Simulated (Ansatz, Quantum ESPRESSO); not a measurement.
# MgS (F-43m): Raman and infrared activity, part 3 of 3

Wanted: vibrational spectra of MgS (F-43m) from linear and non-linear response.

Quantum ESPRESSO 8.0 development, patched; DFT LDA, scalar-relativistic, plane waves, PseudoDojo norm-conserving pseudopotentials.

So far, mean static dielectric tensor (ions relaxed, fixed cell): step 6 (zone-centre analysis) 6.63. The relaxed cell has a = 5.596 Å (conventional setting).

**8. The LO-TO splitting (1 0 0)**

A longitudinal polar mode sets up a macroscopic field that stiffens it; the term hangs on the direction from which q goes to zero.

Input file dynmat.in:

```
&INPUT
  fildyn = 'g.dyn'
  asr    = 'simple'
  fileig = 'dynmat.eig'
  q(1)   = 1.0
  q(2)   = 0.0
  q(3)   = 0.0
/
```

Run with:

```sh
> dynmat.x -in dynmat.in > dynmat.out
```

What it wrote:

```text
[banner, memory and clock lines left out]
Program DYNMAT v.8.0dev

     Reading Dynamical Matrix from file g.dyn
     ...Force constants read
     ...epsilon and Z* read
     ...Raman cross sections read

     Polarizability (A^3 units)
     multiply by 0.483137 for Clausius-Mossotti correction (not under assume_isolated = 'mt')
        11.191866    0.000000    0.000000
         0.000000   11.191866    0.000000
         0.000000    0.000000   11.191866

     IR activities are in (D/A)^2/amu units
     Raman activities are in A^4/amu units
     multiply Raman by 0.054486 for Clausius-Mossotti correction (not under assume_isolated = 'mt')

# mode   [cm-1]    [THz]      IR          Raman   depol.fact
    1     -0.00   -0.0000    0.0000         0.0000    0.7500
    2     -0.00   -0.0000    0.0000         0.0000    0.7500
    3      0.00    0.0000    0.0000         0.0000    0.7500
    4    343.27   10.2911    5.8675         2.4813    0.7500
    5    343.27   10.2911    5.8675         2.4813    0.7500
    6    430.90   12.9182    5.8675         2.4813    0.7500
```

Run time: 0.56 s. Hardware: 1 thread of Intel Xeon Platinum 8375C at 2.90GHz (Ice Lake), shared host.

This step gave:

```
highest mode moved by the LO-TO term : 430.9 cm⁻¹
```

Zone-centre frequencies as printed; negative means imaginary. Modes:

| mode | frequency (cm⁻¹) |
| --- | --- |
| 1 | 0 |
| 2 | 0 |
| 3 | 0 |
| 4 | 343.3 |
| 5 | 343.3 |
| 6 | 430.9 |

The field moves one mode, from 343 to 431 cm⁻¹; the others stay.

**9. Cross-check with Ansatz**

A second program on the same cell, potentials, cutoff and meshes tests the implementation of the phonon response, not its convergence. Its field response is summed in its own way. Its k mesh is centred on Γ.

This step: DFT LDA, scalar-relativistic, plane waves, PseudoDojo norm-conserving pseudopotentials (Ansatz 0.2.0).

Input file input.yaml:

```yaml
crystal:
  lattice:
    - [-2.7982424225, 0.0, 2.7982424225]
    - [0.0, 2.7982424225, 2.7982424225]
    - [-2.7982424225, 2.7982424225, 0.0]
  atoms:
    - { symbol: Mg, position: [0.0, 0.0, 0.0] }
    - { symbol: S, position: [0.75, 0.75, 0.75] }
kpoints:
  mp_grid: { grid: [8, 8, 8] }
hamiltonian:
  xc: lda
  pseudopotentials: { kind: nc, accuracy: standard }
scf:
  occupations: { method: fixed }
output:
  eigenvalues: true
basis:
  ecutwfc: 1142.878
phonons:
  method: dfpt
  dielectric: true
  rigid_motions: translations
  raman: true
```

Run with:

```sh
> ansatz run input.yaml --threads 2 --pin off --max-ram 4096MiB --backend cpu --events-out ev --progress --plain --runs-dir out
```

What it wrote:

```text
Warning: basis.ecutwfc = 1142.878 eV is below the records' recommended 1142.878222 eV, and the density's cutoff is lower with it unless basis.ecutrho_ratio is high enough to keep the records' density cutoff: compare with a run at a higher cutoff
Engine: ansatz 0.2.0, x86_64-unknown-linux-gnu
Pseudopotentials: kind: nc
Pseudopotential: Mg, nc, valence charge 10, recommended cutoff 1142.878222 eV (normal), Mg.nc.azcp (PseudoDojo's, or run here from an input of PseudoDojo's; its table is named by hamiltonian.pseudopotentials.accuracy)
Pseudopotential: S, nc, valence charge 6, recommended cutoff 734.707429 eV (normal), S.nc.azcp (PseudoDojo's, or run here from an input of PseudoDojo's; its table is named by hamiltonian.pseudopotentials.accuracy)
Functional definition: SPW92
  exchange = slater_x
  correlation = pw_c
Crystal: 2 atoms, lattice volume = 43.821 Å³
Basis set: ecut = 1142.878 eV, 3839 PW (Γ), exchange–correlation on 90×90×90 points (8 copies of the dense FFT grid, shifted against one another)
Bands: 12, of which v1, the nominal top of the filled ones, is band 8 counted from 1 (7 counted from 0)
Symmetry: 24 space group operations
k-points: 95 of 512 (irreducible under 4 space group operations, time reversal used)
Non-local potential: Mg, projectors of the file, l = 0: 2, l = 1: 2
Non-local potential: S, projectors of the file, l = 0: 2, l = 1: 2, l = 2: 2
Initial density: superposition of atomic densities (chi_scale 0.1, normalization cell, long waves kept (reshape's long-wave potential 0.00 eV rms))
Initial wavefunctions: pseudopotential atomic-orbital guess
Functional: x = slater, c = lda
SCF iter   1: F=—  HF=-1917.106609 eV  |F-HF|=—  |Δ(HF+E_count)|=         —  Δρ=4.48e-2  dr2=6.71e-1  ethr=3.10e-3  ⟨swp⟩=5.0  Hψ=6429  notcnv=0  defer=156
preconditioner: auto → none  [insulator: Δε(μ)=3.635 eV  Ē_g=11.350 eV  n_scr=14 (ndim 8)  ℏωp=15.9 eV  f_vac=0.000  ε∞_Penn≈3.0]
SCF iter   2: F=—  HF=-1916.873537 eV  |F-HF|=—  |Δ(HF+E_count)|=   2.33e-1  Δρ=1.61e-2  dr2=6.96e-2  ethr=3.10e-3  ⟨swp⟩=3.0  Hψ=2855  notcnv=0  defer=184
SCF iter   3: F=—  HF=-1916.856557 eV  |F-HF|=—  |Δ(HF+E_count)|=   1.70e-2  Δρ=4.74e-3  dr2=6.43e-3  ethr=4.35e-4  ⟨swp⟩=3.2  Hψ=2117  notcnv=0  defer=184
SCF iter   4: F=—  HF=-1916.855659 eV  |F-HF|=—  |Δ(HF+E_count)|=   8.98e-4  Δρ=1.23e-3  dr2=2.37e-4  ethr=4.02e-5  ⟨swp⟩=2.1  Hψ=1575  notcnv=0  defer=184
SCF iter   5: F=—  HF=-1916.855682 eV  |F-HF|=—  |Δ(HF+E_count)|=   2.35e-5  Δρ=7.96e-5  dr2=1.45e-6  ethr=1.48e-6  ⟨swp⟩=2.0  Hψ=1382  notcnv=0  defer=184
SCF iter   6: F=—  HF=-1916.855743 eV  |F-HF|=—  |Δ(HF+E_count)|=   6.11e-5  Δρ=1.29e-5  dr2=3.55e-8  ethr=9.05e-9  ⟨swp⟩=2.9  Hψ=1866  notcnv=0  defer=158
SCF iter   7: F=—  HF=-1916.855743 eV  |F-HF|=—  |Δ(HF+E_count)|=   9.20e-9  Δρ=1.13e-6  dr2=2.36e-10  ethr=2.22e-10  ⟨swp⟩=2.7  Hψ=1566  notcnv=0  defer=158
SCF iter   8: F=-1916.855743 eV  HF=-1916.855743 eV  |F-HF|=7.96e-12  |Δ(HF+E_count)|=  4.80e-11  Δρ=2.29e-7  dr2=9.08e-12  ethr=1.00e-12  ⟨swp⟩=10.3  Hψ=8452  notcnv=0
SCF 1 converged in 8 iterations: F = -1916.855743 eV  dr2 = 9.08e-12
DFPT response loops at Γ: preconditioner auto → none (the input reference at scf.mixing.eps_inf says where Resta's filter doesn't serve); β = 0.50; Broyden in place of MSR1
── the response to a field inside a basis, on 8×8×8 k-points: an SCF that follows is theirs, and a resumed run solves both again ──
Bands: 9, of which v1, the nominal top of the filled ones, is band 8 counted from 1 (7 counted from 0)
k-points: 60
Initial density: handed on by an earlier stage of this run
Initial wavefunctions: pseudopotential atomic-orbital guess (no wavefunctions were taken with the density)
Eigensolver: Dense (60 Hₖ)
SCF iter   1: F=—  HF=-1916.854374 eV  |F-HF|=—  |Δ(HF+E_count)|=         —  Δρ=4.80e-5  dr2=1.03e-7  ethr=1.00e-1
preconditioner: auto → none  [insulator: Δε(μ)=3.449 eV  Ē_g=8.953 eV  n_scr=14 (ndim 8)  ℏωp=15.9 eV  f_vac=0.012  ε∞_Penn≈4.1]
SCF iter   2: F=—  HF=-1916.854374 eV  |F-HF|=—  |Δ(HF+E_count)|=   1.15e-7  Δρ=2.34e-5  dr2=2.07e-8  ethr=6.42e-10
SCF iter   3: F=—  HF=-1916.854374 eV  |F-HF|=—  |Δ(HF+E_count)|=   4.15e-8  Δρ=3.30e-6  dr2=2.04e-9  ethr=1.29e-10
SCF iter   4: F=-1916.854374 eV  HF=-1916.854374 eV  |F-HF|=4.77e-12  |Δ(HF+E_count)|=  1.70e-10  Δρ=3.06e-7  dr2=6.53e-12  ethr=1.28e-11
SCF 1 converged in 4 iterations: F = -1916.854374 eV  dr2 = 6.53e-12
DFPT response loops at Γ: mixed as the last ones told, above
DFPT response loops at Γ: mixed as the last ones told, above
SCF converged after 8 iterations
Free energy (F): -1916.855743 eV
Harris-Foulkes:  -1916.855743 eV  (|F-HF|=7.96e-12)
Internal energy: -1916.855743 eV  (E = F + TS)
E sigma→0 (E₀):  -1916.855743 eV
Fermi energy:    3.202194 eV
--- Per-component energies (eV) ---
  E_band       = -367.527408
  E_kinetic    = 1027.396656
  E_local      = -1954.778699  (includes V_loc(G=0)·N_el)
  E_nonlocal   = -452.844420
  E_hartree    = 686.127554
  E_xc         = -296.775226
  E_vxc        = -359.555943  (∫ρ·V_xc dr)
  E_ewald      = -925.981608
  E_smearing   = -0.000000  (= −TS)
  E_closure    = 0.000000  (closes the sum)
  Σ components = -1916.855743   (vs F -1916.855743, Δ=0.00e0)
--- Band table (eV; the first three rows and the last of 95) ---
  k-point 0: bands = [... 4 lower, -8.1740, 3.2022, 3.2022, 3.2022, 6.5532, 11.0303, 11.0303, 11.0303]
  k-point 1: bands = [... 4 lower, -8.0780, 2.4696, 3.1455, 3.1455, 7.2437, 10.8473, 11.2138, 11.2138]
  k-point 2: bands = [... 4 lower, -7.8280, 1.2274, 3.0181, 3.0181, 8.0872, 10.9207, 11.2471, 11.2471]
  k-point 94: bands = [... 4 lower, -7.1710, 0.2157, 2.1030, 2.1030, 6.8347, 8.6737, 14.4130, 15.5061]
--- Phonons (Γ-DFPT): 2 representative perturbations + reference, on 95 of 512 k-points (Σ response iterations 6) ---
  k mesh reduced under 4 symmetry operations, with k and −k counted as one. Each operation leaves every solved perturbation unchanged. A smaller set is not considered because the run solves the response to a homogeneous field
  ASR residual: 5.555e-4 → 0.000e0 eV/Å²; symmetrization residual: 4.707e-6 eV/Å²
  ASR residual per site (eV/Å²): 5.55e-4 5.09e-5
  Γ frequencies (cm⁻¹): 0.00 0.00 0.00 343.28 343.28 343.28
  ε∞ (high-frequency dielectric tensor):
        4.201951     0.000000     0.000000
        0.000000     4.201951    -0.000000
        0.000000    -0.000000     4.201951
  ε⁰ (static dielectric tensor: ions relaxed, cell fixed):
        6.623039    -0.000000     0.000000
       -0.000000     6.623039    -0.000000
        0.000000    -0.000000     6.623039
  ε⁰ − ε∞ (ionic part):
        2.421087    -0.000000    -0.000000
       -0.000000     2.421087    -0.000000
       -0.000000    -0.000000     2.421087
  softest optical mode at Γ: 343.28 cm⁻¹; the repairs (sum rule, projections) moved no ω² at Γ by more than (2.56 cm⁻¹)²
  Born effective charges Z* (e; rows j = field, columns β = displacement):
    site 0:
         1.87415    0.00000   -0.00000
        -0.00000    1.87415    0.00000
         0.00000   -0.00000    1.87415
    site 1:
        -1.87415   -0.00000    0.00000
         0.00000   -1.87415   -0.00000
        -0.00000    0.00000   -1.87415
  Z* charge neutrality: 1.203e-4 e pre-enforcement
  solved inside a basis spanned on kpoints, on 8×8×8 k-points transformed towards the longest dipole: ε∞ is read to err by 1.0e-2, Z* by 1.0e-2 e (field_mesh: kpoints solves on kpoints); Z* is corrected for what the basis lacks
  Raman tensors (in the event stream and the table raman_tensors.tsv): an entry may err by 2.8e-3 Å², one of the second-order susceptibility by 9.3e-3 pm/V (basis, points and sum rule); their sum over the sites missed zero by 2.097e-5 Å² ahead of its enforcement
  optical modes at Γ without the LO–TO term, one row a degenerate level:
      ω (cm⁻¹)  modes    IR ((D/Å)²/amu)  static Raman (Å⁴/amu)  depolarisation
        343.28      3            17.5851                 7.5889           0.750
  optical modes at Γ + LO–TO along q̂ = [1.0000, 0.0000, 0.0000]:
      ω (cm⁻¹)  modes    IR ((D/Å)²/amu)  static Raman (Å⁴/amu)  depolarisation
        343.28      2            11.7234                 5.0593           0.750
        430.97      1             5.8617                 5.1442           0.750
  optical modes at Γ + LO–TO along q̂ = [0.0000, 1.0000, 0.0000]:
      ω (cm⁻¹)  modes    IR ((D/Å)²/amu)  static Raman (Å⁴/amu)  depolarisation
        343.28      2            11.7234                 5.0593           0.750
        430.97      1             5.8617                 5.1442           0.750
  optical modes at Γ + LO–TO along q̂ = [0.0000, 0.0000, 1.0000]:
      ω (cm⁻¹)  modes    IR ((D/Å)²/amu)  static Raman (Å⁴/amu)  depolarisation
        343.28      2            11.7234                 5.0593           0.750
        430.97      1             5.8617                 5.1442           0.750
```

Elapsed: 1.8 min, on 2 threads; peak memory 0.94 GiB.

Numbers from this step:

| Quantity | Value |
| --- | --- |
| sum-rule residual before enforcement | 5.55e-4 eV/Å² |
| miss of the charge sum rule | 1.20e-4 e |
| estimated error of the dielectric tensor | 0.01007 |
| estimated error of the Born charges | 0.01042 e |
| mean high-frequency dielectric constant | 4.202 |
| largest Born charge in size (third of the trace) | 1.874 e |
| mean static dielectric constant | 6.623 |
| highest mode moved by the LO-TO term | 431.0 cm⁻¹ |

Transverse modes. Lines of the infrared spectrum (strongest = 100):

| position (cm⁻¹) | label | IR intensity ((D/Å)²/amu), degenerate modes summed, relative |
| --- | --- | --- |
| 343 | T2 | 100 |

Activity x (w_L - w)^4 (n + 1)/w, 532 nm, 300 K. Raman lines, with heights relative to the strongest:

| position (cm⁻¹) | label | Stokes intensity, strongest 100 |
| --- | --- | --- |
| 343 | T2 | 100 |

**10. The two compared: QE PseudoDojo and Ansatz, PseudoDojo**

Numbers from this step:

| Property | Result |
| --- | --- |
| root-mean-square difference | 0.01 cm⁻¹ |
| largest difference | 0.01 cm⁻¹ |

Frequencies side by side, by row:

| q (reciprocal lattice) | mode | QE PseudoDojo (cm⁻¹) | Ansatz, PseudoDojo (cm⁻¹) |
| --- | --- | --- | --- |
| 0 0 0 | 1 | 0 | 0 |
| 0 0 0 | 2 | 0 | 0 |
| 0 0 0 | 3 | 0 | 0 |
| 0 0 0 | 4 | 343.3 | 343.3 |
| 0 0 0 | 5 | 343.3 | 343.3 |
| 0 0 0 | 6 | 343.3 | 343.3 |

The two runs side by side. Further quantities:

| quantity | QE PseudoDojo | Ansatz, PseudoDojo |
| --- | --- | --- |
| mean ε∞ | 4.209 | 4.202 |
| largest Born charge in size (e; the first before, the second after the charge sum rule) | 1.876 | 1.874 |
| summed IR intensity ((D/Å)²/amu) | 17.6 | 17.59 |
| summed Raman activity (Å⁴/amu) | 7.44 | 7.59 |

At the zone centre the largest difference (acoustic modes at Γ apart) is 0.003 % of the highest mode.

**11. Summary of results**

* space group after relaxation: F-43m
* volume per atom: 21.9 Å³
* gap on the k-mesh: 3.35 eV
* highest optical zone-centre mode (no LO-TO term): 343.3 cm⁻¹
* highest mode moved by the LO-TO term: 430.9 cm⁻¹
* mean high-frequency dielectric constant: 4.21
* largest Born charge in size (third of the trace): 1.88 e
* mean static dielectric constant: 6.63
* imaginary optical modes at the zone centre (no q mesh in this session): none
* largest difference from Ansatz, PseudoDojo: 0.01 cm⁻¹

What this shows: The largest Raman activity of MgS (F-43m) lies at 343 cm⁻¹ and the strongest infrared line at 343 cm⁻¹ (transverse modes). At the LDA level the optical modes of MgS (F-43m) at the zone centre (no LO-TO term) lie at 343 cm⁻¹. Along the directions run, the highest mode that the macroscopic field moves lies at 431 cm⁻¹. Lattice motion raises the mean dielectric constant from 4.209 to 6.633. The Born charge of Mg is 1.874 e against a formal charge of +2, close to the ionic value. The Lyddane-Sachs-Teller relation holds: (ωLO/ωTO)² is 1.58 and ε₀/ε∞ is 1.58. QE PseudoDojo and Ansatz, PseudoDojo agree to 0.01 cm⁻¹ (0.003 % of the highest mode compared) on all solved modes but the acoustic ones at Γ, without the LO-TO term. These are harmonic frequencies at zero temperature: anharmonic shifts and linewidths and thermal expansion are left out. The build is a development version in which the Raman tensors of release 7.5 are mended; dynmat.x leaves out the electro-optic term of LO lines. The structure comes from a database and need not be the phase that is stable at ambient conditions.

[Host names and launcher messages were left out of these logs when they were recorded.]

[Logs are printed without paths, hosts, clocks, repeated set-up lines and the standing remarks that a program may print on its own settings, such as how far it seeks lower states.]

[Hosts, paths, dates, database ids (printed as entryN), source tags and the programs' standing remarks are cut or masked in the printed files.]
